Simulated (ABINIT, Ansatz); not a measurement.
# Quasiparticle gap of BaTiO3 (P4mm) in ABINIT, part 3 of 3

How does a plane-wave GW calculation on BaTiO3 (P4mm) run from the first input to the gap?

ABINIT 10.8.3; PBE and many-body steps on it, plane waves. Known limits of the many-body steps: not at the basis limit; no spin-orbit coupling; coarse k mesh.

So far. Step 4 (Empty states on the mesh, 4×4×4 mesh, 322 bands): On this mesh the gap is 1.851 eV. Step 5 (Screening, 4×4×4 mesh, 314 bands, screening to 217.7 eV): Local fields lower ε∞ by 10 %. On a Γ-centred mesh this coarse the value itself is usually too large, while a short band sum pulls it down.

**6. Self-energy, 4×4×4 mesh, 314 bands, screening to 217.7 eV**

The self-energy is evaluated for the states that the input lists, and the levels follow from it, in one-shot runs by the linearised quasiparticle equation.

This step: G0W0 on PBE, plane waves, norm-conserving pseudopotentials.

The input, run.abi:

```
acell 3*1.0 Angstrom
rprim 
  3.990480000000 0.000000000000 0.000000000000
  0.000000000000 3.990480000000 0.000000000000
  0.000000000000 0.000000000000 4.023030000000
ntypat 3
znucl 56 22 8
natom 5
typat 1 2 3 3 3
xred 
  0.000000000000 0.000000000000 0.000000000000
  0.500000000000 0.500000000000 0.522000000000
  0.500000000000 0.500000000000 0.979000000000
  0.500000000000 0.000000000000 0.488000000000
  0.000000000000 0.500000000000 0.488000000000
pp_dirpath "pseudos"
pseudos "Ba.upf, Ti.upf, O.upf"
ecut 38
ngkpt 4 4 4
nshiftk 1
shiftk 0 0 0
kptopt 1
chksymbreak 0
istwfk *1
occopt 1
irdwfk 1
optdriver 4
nband 314
gwcalctyp 0
ecutsigx 38
symsigma 1
nkptgw 2
kptgw 
  0.5000000000 0.5000000000 0.5000000000
  0.0000000000 0.0000000000 0.0000000000
bdgw 
  18 23
  19 23
ecuteps 8
irdscr 1
ppmodel 1
indata_prefix "in"
outdata_prefix "out"
tmpdata_prefix "tmp"
```

On the command line:

```sh
$ OMP_NUM_THREADS=1 mpirun -n 4 abinit run.abi > log
```

Numbers of over 12 decimals in the logs are rounded to 6 here.

Output:

```text
.Version 10.8.3 of ABINIT. v10.8.2 released Aug 2026.

 Symmetries : space group P4 m m (# 99); Bravais tP (primitive tetrag.)
[... echo of the input left out ...]
== DATASET  1 ==================================================================
-   mpi_nproc: 4, omp_nthreads: 1 (-1 if OMP is not activated)

--- !DatasetInfo
iteration_state: {dtset: 1, }
dimensions: {natom: 5, nkpt: 18, mband: 314, nsppol: 1, nspinor: 1, nspden: 1, mpw: 4868, }
cutoff_energies: {ecut:  38.0, pawecutdg:  -1.0, }
electrons: {nelect:   4.00000000E+01, charge:   0.00000000E+00, occopt:   1.00000000E+00, tsmear:   1.00000000E-02, }

 SIGMA: Calculation of the GW corrections

 Based on a program developped by R.W. Godby, V. Olevano, G. Onida, and L. Reining.
 Incorporated in ABINIT by V. Olevano, G.-M. Rignanese, and M. Torrent.
.Using double precision arithmetic ; gwpc =  8

[... cell and pseudopotentials left out ...]
--------------------------------------------------------------------------------

 ==== K-mesh for the wavefunctions ====
 Number of points in the irreducible wedge :    18
[... list of points left out ...]
 Together with  8 symmetry operations and time-reversal symmetry
 yields    64 points in the full Brillouin Zone.

 ==== Q-mesh for screening function ====
 Number of points in the irreducible wedge :    18
[... list of points left out ...]
 Together with  8 symmetry operations and time-reversal symmetry
 yields    64 points in the full Brillouin Zone.

 vcoul_init : cutoff-mode = AUXILIARY_FUNCTION
 q-points for optical limit:   1
     1)      0.000010    0.000020    0.000030
 setmesh: FFT mesh size selected  =    45x   45x   45
          total number of points  =        91125

 Number of electrons calculated from density =   40.0000; Expected =   40.0000
 average of density, n =  0.092525
 r_s =    1.3716
 omega_plasma =   29.3417 [eV]

 === KS Band Gaps ===
  >>>> For spin  1
   Minimum direct gap =   2.2217 [eV], located at k-point      :   0.0000  0.0000  0.0000
   Fundamental gap    =   1.8512 [eV], Top of valence bands at :   0.5000  0.5000  0.5000
                                       Bottom of conduction at :   0.0000  0.0000  0.0000
 SIGMA fundamental parameters:
 PLASMON POLE MODEL  1
 number of plane-waves for SigmaX                 4865
 number of plane-waves for SigmaC and W            461
 number of plane-waves for wavefunctions          4865
 number of bands                                   314
 number of independent spin polarizations            1
 number of spinorial components                      1
 number of k-points in IBZ                          18
 number of q-points in IBZ                          18
 number of symmetry operations                       8
 number of k-points in BZ                           64
 number of q-points in BZ                           64
 number of frequencies for dSigma/dE                 9
 frequency step for dSigma/dE [eV]                0.25
 number of omega for Sigma on real axis              0
 max omega for Sigma on real axis  [eV]           0.00
 zcut for avoiding poles [eV]                     0.10

 EPSILON^-1 parameters (SCR file):
 dimension of the eps^-1 matrix on file            461
 dimension of the eps^-1 matrix used               461
 number of plane-waves for wavefunctions          4865
 number of bands                                   314
 number of q-points in IBZ                          18
 number of frequencies                               2
 number of real frequencies                          1
 number of imag frequencies                          1

 matrix elements of self-energy operator (all in [eV])

 Perturbative Calculation

--- !SelfEnergy_ee
iteration_state: {dtset: 1, }
kpoint     : [   0.500,    0.500,    0.500, ]
spin       : 1
KS_gap     :    4.248
QP_gap     :    6.034
Delta_QP_KS:    1.787
data: !SigmaeeData |
     Band     E0 <VxcDFT>   SigX SigC(E0)      Z dSigC/dE  Sig(E)    E-E0       E
       18   6.542 -19.963 -24.993   4.615   0.763  -0.311 -20.280  -0.317   6.225
       19   6.542 -19.963 -24.993   4.615   0.763  -0.311 -20.280  -0.317   6.225
       20   6.718 -20.008 -25.051   4.670   0.761  -0.314 -20.292  -0.284   6.434
       21  10.965 -21.853 -13.090  -6.750   0.746  -0.340 -20.350   1.502  12.468
       22  10.977 -21.854 -13.211  -6.587   0.744  -0.344 -20.324   1.530  12.507
       23  10.977 -21.854 -13.211  -6.587   0.744  -0.344 -20.324   1.530  12.507

--- !SelfEnergy_ee
iteration_state: {dtset: 1, }
kpoint     : [   0.000,    0.000,    0.000, ]
spin       : 1
KS_gap     :    2.222
QP_gap     :    3.732
Delta_QP_KS:    1.510
data: !SigmaeeData |
     Band     E0 <VxcDFT>   SigX SigC(E0)      Z dSigC/dE  Sig(E)    E-E0       E
       19   6.347 -20.006 -24.534   4.128   0.767  -0.303 -20.313  -0.308   6.040
       20   6.347 -20.006 -24.534   4.128   0.767  -0.303 -20.313  -0.308   6.040
       21   8.569 -18.775 -11.365  -5.865   0.778  -0.285 -17.572   1.203   9.772
       22   8.936 -19.060 -12.059  -5.428   0.777  -0.288 -17.838   1.222  10.159
       23   8.936 -19.060 -12.059  -5.428   0.777  -0.288 -17.838   1.222  10.159

== END DATASET(S) ==============================================================
================================================================================

 -outvars: echo values of variables after computation  --------
           etotal      0.0000000000E+00
            nband         314
             nkpt          18
          spgroup          99
 [... the other variables as echoed above ...]

 Calculation completed.
```

Run time: 2.7 min. Hardware: 4 MPI ranks of Arm Neoverse V1, shared host; peak memory 4.4 GiB.

Numbers from this step:

```yaml
g0w0_gap_on_the_points_computed: 3.338 eV
starting_gap_on_the_mesh: 1.851 eV
k_of_the_valence_top: 0.5, 0.5, 0.5
k_of_the_conduction_bottom: 0, 0, 0
z_at_the_valence_top: 0.761
z_at_the_conduction_bottom: 0.778
least_direct_g0w0_gap_on_the_computed_points: 3.732 eV
```

The gap on the mesh goes from 1.85 eV to 3.34 eV, a correction of +1.49 eV.

Limits: finite bands, cutoff and mesh; no spin-orbit coupling; coarse k mesh. v1 is the top filled band, c1 the lowest empty one. The levels before and after the correction (eV, zero at the valence-band top of each column):

|  | conduction bottom | valence top |
| --- | --- | --- |
| Kohn-Sham | 1.85 | 0.00 |
| G0W0 | 3.34 | 0.00 |

|  | level | energy (eV) |
| --- | --- | --- |
| Kohn-Sham | (0.5 0.5 0.5) v3-v2 | -0.176 |
| Kohn-Sham | (0.5 0.5 0.5) v1 | 0.000 |
| Kohn-Sham | (0.5 0.5 0.5) c1 | 4.248 |
| Kohn-Sham | (0.5 0.5 0.5) c2-c3 | 4.260 |
| Kohn-Sham | Γ v2-v1 | -0.371 |
| Kohn-Sham | Γ c1 | 1.851 |
| Kohn-Sham | Γ c2-c3 | 2.219 |
| G0W0 | (0.5 0.5 0.5) v3-v2 | -0.209 |
| G0W0 | (0.5 0.5 0.5) v1 | 0.000 |
| G0W0 | (0.5 0.5 0.5) c1 | 6.034 |
| G0W0 | (0.5 0.5 0.5) c2-c3 | 6.073 |
| G0W0 | Γ v2-v1 | -0.394 |
| G0W0 | Γ c1 | 3.338 |
| G0W0 | Γ c2-c3 | 3.725 |

**7. Where the time went**

Times are wall times on 4 MPI ranks of Arm Neoverse V1, shared host, good to a factor of about two.

| step | time | share | memory (GiB) |
| --- | --- | --- | --- |
| ground state | 89 s | 5 % | 0.38 |
| bands along the symmetry lines | 1.7 min | 6 % | 0.41 |
| empty states on the mesh | 7.1 min | 25 % | 5.3 |
| screening | 16 min | 55 % | 4.3 |
| self-energy | 2.7 min | 9 % | 4.4 |

**8. Summary of results**

```yaml
pbe_gap: 1.85 eV, indirect
g0w0_gap_on_the_mesh: 3.34 eV
gw_settings: 4×4×4 mesh, 314 bands, screening to 217.7 eV, Godby-Needs plasmon pole
known_limits: not at the basis limit; no spin-orbit coupling; coarse k mesh
```

**Reading.** G0W0 moves the gap on the mesh from 1.85 eV to 3.34 eV (+1.49 eV), with Z of 0.76 and 0.78 at the edges. Local fields lower the RPA ε∞ on this mesh from 6.44 to 5.79; a Γ-centred mesh this coarse tends to raise both, most where the direct gap is narrow, while a short band sum lowers them. Only 2 of the mesh's irreducible points were corrected, so a valley elsewhere could overtake. The dearest step here is «screening». Bands and cutoff are finite, so the gap is not at the basis limit. The miss can reach some tenths of an eV and take either sign; the mesh is an error of its own. In the G0W0 run levels were corrected at 2 k points alone, so a gap called «on the mesh» is the least over those, and an edge elsewhere would be missed. The 4×4×4 mesh is coarse for this cell, which bears on the long-range parts of exchange and screening. The many-body steps are scalar-relativistic: spin-orbit coupling is not in them.

[Paths, hosts, dates, memory and timing lines, banners, echoed tables and standing remarks are left out of the program output.]

[Logs are printed without paths, hosts, clocks, repeated set-up lines and the standing remarks that a program may print on its own settings, such as how far it seeks lower states.]

[Runs of the session that timed out or met a known fault of the program may be left out.]

[Hosts, paths, dates, database ids (printed as entryN), source tags and the programs' standing remarks are cut or masked in the printed files.]

[G0W0 gaps are taken among the corrected bands and points alone; a level outside them can change the order at an edge.]

[Where Ansatz stands beside ABINIT at settings called matched, ABINIT's density can come from a denser mesh and the files from another edition; pairs whose starting gaps differed by over 0.03 eV were left out, so agreement reads better than it is.]
